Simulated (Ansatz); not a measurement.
# Dielectric response of NaCl (110) films, part 5 of 5

How well do thin rocksalt NaCl (110) films screen a perpendicular field?

Ansatz 0.2.0; plane-wave DFT, PBE, Ansatz PAW (the session's first sound run).

So far. Step 26 (The bulk crystal): The gap is 5.11 eV. Step 27 (Band edges against the vacuum, levels PBE): The program warns that the averaged potential varies by 0.14 eV in the slab's middle, which these edges carry as an error.

### 28. The bulk with HSE06, k-mesh 6×6×6

This step: plane-wave DFT, HSE06, Ansatz PAW (Ansatz 0.2.0).

System of this step: rocksalt NaCl. It takes space group Fm-3m (No. 225, cubic). Conventional cell: a = 5.640 Å, b = 5.640 Å, c = 5.640 Å, α = 90.00°, β = 90.00°, γ = 90.00°. Na has 6 Cl at 2.82 Å nearest. Nearest to Cl lie 6 Na at 2.82 Å. Farther neighbours and most contacts between anions are not listed.

A hybrid functional removes part of the gap error, and is affordable in the small bulk cell.

Contents of input.yaml:

```yaml
crystal:
  lattice:
    - [0.0, 2.82, 2.82]
    - [2.82, 0.0, 2.82]
    - [2.82, 2.82, 0.0]
  atoms:
    - { symbol: Na, position: [0.0, 0.0, 0.0] }
    - { symbol: Cl, position: [0.5, 0.5, 0.5] }
kpoints:
  mp_grid: { grid: [6, 6, 6] }
hamiltonian:
  xc: hse06
scf:
  occupations: { method: fixed }
  convergence: { dr2_threshold: 1.0e-08 }
output:
  eigenvalues: true
checkpoint:
  write: bulk-hse.run
  compress: false
  write_wavefunctions: false
```

On the command line:

```sh
$ ansatz run input.yaml --threads 4 --pin off --max-ram 8192MiB --backend cpu --events-out ev --progress --plain --runs-dir out
```

Numbers of over 12 decimals in the logs are rounded to 6 here.

The program printed:

```text
[...]
davidson cushion auto → on  (no smearing: the cushion is to keep the highest requested band from converging to the state above it; pin scf.eigensolver.cushion to override)
Crystal: 2 atoms, lattice volume = 44.852 Å³
Basis set: ecut = 420 eV, 893 PW (Γ)
Bands: 12, of which v1, the nominal top of the filled ones, is band 8 counted from 1 (7 counted from 0)
Symmetry: 48 space group operations
[...]
k-points: 16 of 216
[...]
SCF iter   1: F=—  HF=-2569.550483 eV  |F-HF|=—  |Δ(HF+E_count)|=         —  Δρ=5.95e-4  dr2=2.07e-4  ethr=1.77e-3  ⟨swp⟩=2.0  Hψ=1423  notcnv=0
[...]
SCF iter   2: F=-2569.550380 eV  HF=-2569.550384 eV  |F-HF|=3.41e-6  |Δ(HF+E_count)|=   9.96e-5  Δρ=8.12e-5  dr2=1.90e-6  ethr=1.19e-8  ⟨swp⟩=3.0  Hψ=1087  notcnv=0
SCF 1 stopped early in 2 iterations: F = -2569.550380 eV  dr2 = 1.90e-6
[...]
Exchange kernel: α = 0.2500, screened, ω = 0.2079 Å⁻¹, Wigner–Seitz truncation, v(0) = 1046.6206 eV·Å³, q-mesh 6×6×6, nearest image of the exchange supercell L = 23.93 Å, pair-density grid 15×15×15, without the augmentation charges, whose exchange is taken in its separable form by FFT convolution over the k-point mesh (sized by the pseudopotential files, 24×24×24 at the most), smooth part of the exact exchange by density-matrix convolution
Frozen-core exchange: fock
SCF iter   1: F=—  HF=-2570.499520 eV  |F-HF|=—  |Δ(HF+E_count)|=         —  Δρ=4.87e-3  dr2=5.73e-3  ethr=1.19e-7  ⟨swp⟩=7.3  Hψ=1069  notcnv=0
[...]
SCF iter   5: F=-2570.498213 eV  HF=-2570.498213 eV  |F-HF|=8.51e-8  |Δ(HF+E_count)|=   4.10e-7  Δρ=1.52e-5  dr2=9.17e-7  ethr=3.31e-8  ⟨swp⟩=3.0  Hψ=512  notcnv=0
SCF 2 stopped early in 5 iterations: F = -2570.498213 eV  dr2 = 9.17e-7
hybrid outer 1: dexx = +1.791e-3 eV, tail = 7.95e-6 eV
[...]
Frozen-core exchange: fock
SCF iter   1: F=—  HF=-2570.498158 eV  |F-HF|=—  |Δ(HF+E_count)|=         —  Δρ=4.31e-5  dr2=4.67e-7  ethr=2.48e-7  ⟨swp⟩=2.0  Hψ=448  notcnv=0
[...]
SCF iter   3: F=-2570.498158 eV  HF=-2570.498158 eV  |F-HF|=1.07e-9  |Δ(HF+E_count)|=   7.39e-8  Δρ=2.99e-6  dr2=2.17e-9  ethr=2.29e-11  ⟨swp⟩=4.2  Hψ=733  notcnv=0
SCF 3 converged in 3 iterations: F = -2570.498158 eV  dr2 = 2.17e-9
hybrid outer 2: dexx = +7.381e-8 eV, tail = 7.29e-9 eV, Δε = 2.58e-3 eV (about 1.17e-4 eV left of the loop's levels)
hybrid SCF converged: 2 outer / 8 inner (+2 warm-up), last move |dexx| = 7.38e-8 eV, tail = 7.29e-9 eV
[...]
Free energy (F): -2570.498158 eV
Frozen-core exchange: fock
[...]
Internal energy: -2570.498158 eV  (E = F + TS)
E sigma→0 (E₀):  -2570.498158 eV
Fermi energy:    0.112843 eV
[...]
--- Band table (eV; the first three rows and the last of 16) ---
  k-point 0: bands = [... 4 lower, -13.7308, 0.1128, 0.1128, 0.1128, 6.5939, 12.6637, 12.6637, 12.6637]
  k-point 1: bands = [... 4 lower, -13.6445, -0.5045, 0.0386, 0.0386, 7.4204, 11.8510, 12.9618, 12.9618]
  k-point 2: bands = [... 4 lower, -13.4642, -1.4980, -0.1035, -0.1035, 8.5427, 11.6961, 12.7914, 12.7914]
  k-point 15: bands = [... 4 lower, -13.3011, -1.4218, -0.8611, -0.6451, 9.9861, 10.3658, 12.1055, 13.7529]
```

The job ended after 5.4 s (4 threads of Intel Xeon Platinum 8259CL at 2.50GHz (Skylake/Cascade Lake), shared host; peak memory 1.1 GiB; 18 s of CPU time).

Numbers from this step:

- gap on the k-mesh: 6.481 eV

The gap is 6.48 eV.

### 29. Band edges against the vacuum, levels HSE06

This step: plane-wave DFT, PBE, Ansatz PAW; band edges against the vacuum, bulk levels by HSE06 (Ansatz 0.2.0).

System of this step: NaCl (110), 12 units. The cell holds 24 atoms: 12 Na and 12 Cl. Its edges and angles: a = 3.988 Å, b = 5.640 Å, c = 39.934 Å, α = 90.0°, β = 90.0°, γ = 90.0°. It derives from NaCl (rocksalt NaCl). Vacuum lies along c.

The same line-up with the hybrid's levels.

Contents of align.yaml:

```yaml
surface:
  bulk: { run: bulk.run, levels_from: { run: bulk-hse.run } }
  slab: { run: end12.run, axis: 3 }
  face: plus
  period: 1.99404
```

On the command line:

```sh
$ ansatz align-bands align.yaml -- --threads 4 --pin off
```

The program printed:

```text
plus face
ionisation energy 7.678 eV
electron affinity 1.197 eV
  bulk: levels by hse06 on the potential of pbe; from 18.97 to 20.96 Å its average varies by 0.1399 eV and climbs by +0.0002; the bulk's density to 1.81 % (its layers are strained against the bulk's: take a thicker slab or side, or run the bulk at their strain)
  vacuum: slopes by 0.0000 eV/Å; line-up 5.7027 eV
  of the bulk's run: of the levels' run: its band edges are its mesh's, and a band can turn off it. A run with kpoints.band_path: { path: [VBM, CBM], npoints: 1 } finds the zone's; its band edges are of a coarser mesh than the slab's or the interface's, whose density can shift them: a run under levels_from is taken as it is
[...]
```

It took 0.1 s on 4 threads.

Numbers from this step:

```yaml
ionisation_energy: 7.678 eV
electron_affinity: 1.197 eV
```

Check by hand: ionisation energy less affinity, 7.68 − (1.20) = 6.48 eV, is the bulk gap at this level.

The program warns that the averaged potential varies by 0.14 eV in the slab's middle, which these edges carry as an error.

### 30. The same run with other settings: crystal.symmetry = {"detect": false} and basis.xc_grid = 2

This step: plane-wave DFT, PBE, Ansatz PAW (Ansatz 0.2.0).

System of this step: NaCl (110), 5 units. The cell holds 10 atoms: 5 Na and 5 Cl. Cell: a = 3.988 Å, b = 5.640 Å, c = 25.976 Å, α = 90.0°, β = 90.0°, γ = 90.0°. It derives from NaCl (rocksalt NaCl). Vacuum lies along c.

A run with a changed input: it repeats the earlier run at 0.05 V/Å, 5 units with crystal.symmetry to detect: false and basis.xc_grid to 2.

Contents of input.yaml:

```yaml
crystal:
  lattice:
    - [3.98808225, 0.0, 0.0]
    - [0.0, 5.64, 0.0]
    - [0.0, 0.0, 25.9761644918]
  atoms:
    - { symbol: Na, position: [0.5, 0.5, 0.3510866118] }
    - { symbol: Cl, position: [0.5, 0.0, 0.3438749363] }
    - { symbol: Na, position: [0.0, 0.0, 0.4186986309] }
    - { symbol: Cl, position: [0.0, 0.5, 0.4220670975] }
    - { symbol: Na, position: [0.5, 0.5, 0.5000000004] }
    - { symbol: Cl, position: [0.5, 0.0, 0.4999999998] }
    - { symbol: Na, position: [0.0, 0.0, 0.5813013693] }
    - { symbol: Cl, position: [0.0, 0.5, 0.5779329025] }
    - { symbol: Na, position: [0.5, 0.5, 0.6489133887] }
    - { symbol: Cl, position: [0.5, 0.0, 0.6561250628] }
  symmetry: { detect: false }
kpoints:
  mp_grid: { grid: [8, 6, 1] }
hamiltonian:
  xc: pbe
scf:
  occupations: { method: fixed }
  convergence: { dr2_threshold: 1.0e-10 }
efield:
  axis: 3
  dipole_correction: true
  ramp_position: 0.97
  ramp_width: 0.06
  amplitude: 0.05
output:
  write_potential: true
  write_density: true
  volumetric_format: npy
basis:
  xc_grid: 2
```

On the command line:

```sh
$ ansatz run input.yaml --threads 4 --pin off --max-ram 8192MiB --backend cpu --events-out ev --progress --plain --runs-dir out
```

The program printed:

```text
[...]
Crystal: 10 atoms, lattice volume = 584.276 Å³
Basis set: ecut = 420 eV, 11485 PW (Γ), exchange–correlation on 54×80×360 points (8 copies of the dense FFT grid, shifted against one another)
Bands: 50, of which v1, the nominal top of the filled ones, is band 40 counted from 1 (39 counted from 0)
Symmetry: 1 space group operations
k-points: 26 of 48 (time reversal used)
[...]
SCF iter   1: F=—  HF=-12848.590256 eV  |F-HF|=—  |Δ(HF+E_count)|=         —  Δρ=1.86e-2  dr2=5.10e0  ethr=3.10e-3  p=0.064 e·Å  D=1.99e-2 V/Å  ΔV_dip=-0.52 eV  dr2_dipole=5.09e-4  V_vac-E_F(+/−)=9.75/9.08 eV  ⟨swp⟩=5.4  Hψ=4964  notcnv=0  defer=172
[...]
SCF iter  11: F=-12846.862828 eV  HF=-12846.862828 eV  |F-HF|=2.18e-10  |Δ(HF+E_count)|=  3.33e-10  Δρ=5.69e-8  dr2=9.45e-12  ethr=1.00e-12  p=0.040 e·Å  D=1.25e-2 V/Å  ΔV_dip=-0.32 eV  dr2_dipole=9.27e-15  V_vac-E_F(+/−)=6.55/5.69 eV  ⟨swp⟩=1.9  Hψ=3088  notcnv=0
SCF 1 converged in 11 iterations: F = -12846.862828 eV  dr2 = 9.45e-12
[...]
SCF converged after 11 iterations
[...]
an eigenvalue changed by more than its tolerance at an iteration that met the thresholds in force, so the SCF went on 1 time: the last check found none over its tolerance
Free energy (F): -12846.862828 eV
[...]
Internal energy: -12846.862828 eV  (E = F + TS)
E sigma→0 (E₀):  -12846.862828 eV
Fermi energy:    -3.109394 eV
Dipole field:    D = 0.012495 V/Å  (p = 0.040346 e·Å, saw-weighted, corrected)
Work function:   not extracted (applied field tilts the vacuum); planar V_es + V_field profile in the machine report
[...]
--- Band table (eV; the first three rows and the last of 26) ---
  k-point 0: bands = [... 36 lower, -3.6852, -3.5767, -3.2706, -3.1094, 1.0317, 1.4031, 2.4997, 2.9845, ... 6 higher]
  k-point 1: bands = [... 36 lower, -3.7016, -3.5724, -3.2773, -3.1157, 1.2745, 1.5904, 2.6054, 3.0936, ... 6 higher]
  k-point 2: bands = [... 36 lower, -3.7266, -3.5678, -3.2903, -3.1279, 1.8233, 2.0782, 2.9397, 3.3987, ... 6 higher]
  k-point 25: bands = [... 36 lower, -3.8512, -3.8459, -3.7139, -3.4947, 3.1416, 3.5141, 3.9083, 4.2908, ... 6 higher]
```

Elapsed: 24 s, on 4 threads; peak memory 1.5 GiB; 93 s of CPU time.

Numbers from this step:

| Quantity | Value |
| --- | --- |
| gap on the k-mesh | 4.141 eV |
| dipole along the normal | 0.04035 e·Å |

```csv
quantity,this run,earlier run,difference
dipole along the normal (e·Å),0.04035,0.04035,-1.4e-6
gap on the k-mesh (eV),4.141,4.141,2.5e-4
```

Nothing in the table moves by 0.01 in its unit (for the dipole 0.5 % and 5e-5 e·Å). The run took 11 SCF cycles against 10.

### 31. Varying the input: scf.mixing.algorithm = "msr1" and scf.mixing.beta = 0.5

Another changed input: it repeats the earlier run at 0.05 V/Å, 5 units with scf.mixing.algorithm to msr1 and scf.mixing.beta to 0.5.

Edit input.yaml of step 30 so:

```diff
@@ -16,3 +16,2 @@
     - { symbol: Cl, position: [0.5, 0.0, 0.6561250628] }
-  symmetry: { detect: false }
 kpoints:
@@ -24,2 +23,3 @@
   convergence: { dr2_threshold: 1.0e-10 }
+  mixing: { algorithm: msr1, beta: 0.5 }
 efield:
@@ -34,3 +34 @@
   volumetric_format: npy
-basis:
-  xc_grid: 2
```

The program printed:

```text
[...]
Crystal: 10 atoms, lattice volume = 584.276 Å³
Basis set: ecut = 420 eV, 11485 PW (Γ)
Bands: 50, of which v1, the nominal top of the filled ones, is band 40 counted from 1 (39 counted from 0)
Symmetry: 4 space group operations
k-points: 20 of 48
[...]
SCF iter   1: F=—  HF=-12848.590573 eV  |F-HF|=—  |Δ(HF+E_count)|=         —  Δρ=1.86e-2  dr2=5.10e0  ethr=3.10e-3  p=0.064 e·Å  D=1.99e-2 V/Å  ΔV_dip=-0.52 eV  dr2_dipole=5.06e-4  V_vac-E_F(+/−)=9.75/9.08 eV  ⟨swp⟩=5.3  Hψ=3773  notcnv=0  defer=129
[...]
SCF iter  10: F=-12846.863565 eV  HF=-12846.863565 eV  |F-HF|=8.55e-11  |Δ(HF+E_count)|=  8.22e-10  Δρ=1.14e-7  dr2=8.89e-11  ethr=1.00e-12  p=0.040 e·Å  D=1.25e-2 V/Å  ΔV_dip=-0.32 eV  dr2_dipole=1.62e-13  V_vac-E_F(+/−)=6.55/5.69 eV  ⟨swp⟩=20.4  Hψ=4990  notcnv=0
SCF 1 converged in 10 iterations: F = -12846.863565 eV  dr2 = 8.89e-11
[...]
SCF converged after 10 iterations
Free energy (F): -12846.863565 eV
[...]
Internal energy: -12846.863565 eV  (E = F + TS)
E sigma→0 (E₀):  -12846.863565 eV
Fermi energy:    -3.109344 eV
Dipole field:    D = 0.012496 V/Å  (p = 0.040348 e·Å, saw-weighted, corrected)
Work function:   not extracted (applied field tilts the vacuum); planar V_es + V_field profile in the machine report
[...]
--- Band table (eV; the first three rows and the last of 20) ---
  k-point 0: bands = [... 36 lower, -3.6852, -3.5767, -3.2705, -3.1093, 1.0315, 1.4028, 2.4983, 2.9717, ... 6 higher]
  k-point 1: bands = [... 36 lower, -3.7015, -3.5723, -3.2772, -3.1156, 1.2742, 1.5901, 2.6044, 3.0809, ... 6 higher]
  k-point 2: bands = [... 36 lower, -3.7266, -3.5677, -3.2902, -3.1278, 1.8226, 2.0776, 2.9393, 3.3891, ... 6 higher]
  k-point 19: bands = [... 36 lower, -3.8511, -3.8457, -3.7138, -3.4946, 3.1409, 3.5131, 3.9085, 4.2917, ... 6 higher]
```

Run time: 16 s. Hardware: 4 threads; peak memory 1.3 GiB.

```csv
quantity,this run,earlier run,difference
dipole along the normal (e·Å),0.04035,0.04035,4.0e-7
gap on the k-mesh (eV),4.141,4.141,3.2e-6
```

Nothing in the table moves by 0.01 in its unit (for the dipole 0.5 % and 5e-5 e·Å).

### 32. What came out

| Property | Result |
| --- | --- |
| electronic ε from the thickness series | 2.49 |
| static ε from the thickness series | 6.12 |
| local electronic ε, middle of 12 units | 2.50 |
| ionisation energy, levels by PBE | 6.69 eV |
| electron affinity, levels by PBE | 1.58 eV |
| ionisation energy, levels by HSE06 | 7.68 eV |
| electron affinity, levels by HSE06 | 1.20 eV |

**Reading.** The films give an electronic ε of 2.49 and a static ε of 6.12. The slope of the series and the field inside the thickest film give 2.49 and 2.50, in agreement. Ions raise ε from 2.49 to 6.12. The static value rests on two thicknesses alone. HSE06 levels deepen the valence edge by 0.99 eV on the same PBE surface dipole. The alignment warns that the averaged potential still varies by 0.14 eV in the slab's middle, which the band edges carry as an error. The in-plane lattice constants are held at typed bulk values. Semilocal functionals tend to overestimate the electronic ε a little.

[Logs are printed without paths, hosts, clocks, repeated set-up lines and the standing remarks that a program may print on its own settings, such as how far it seeks lower states.]

[Hosts, paths, dates, database ids (printed as entryN), source tags and the programs' standing remarks are cut or masked in the printed files.]

[Maps of the electrostatic potential energy from Ansatz leave out the sawtooth potential of an applied field or a dipole correction, so their vacuum need not be flat; planar profiles and work functions include it.]
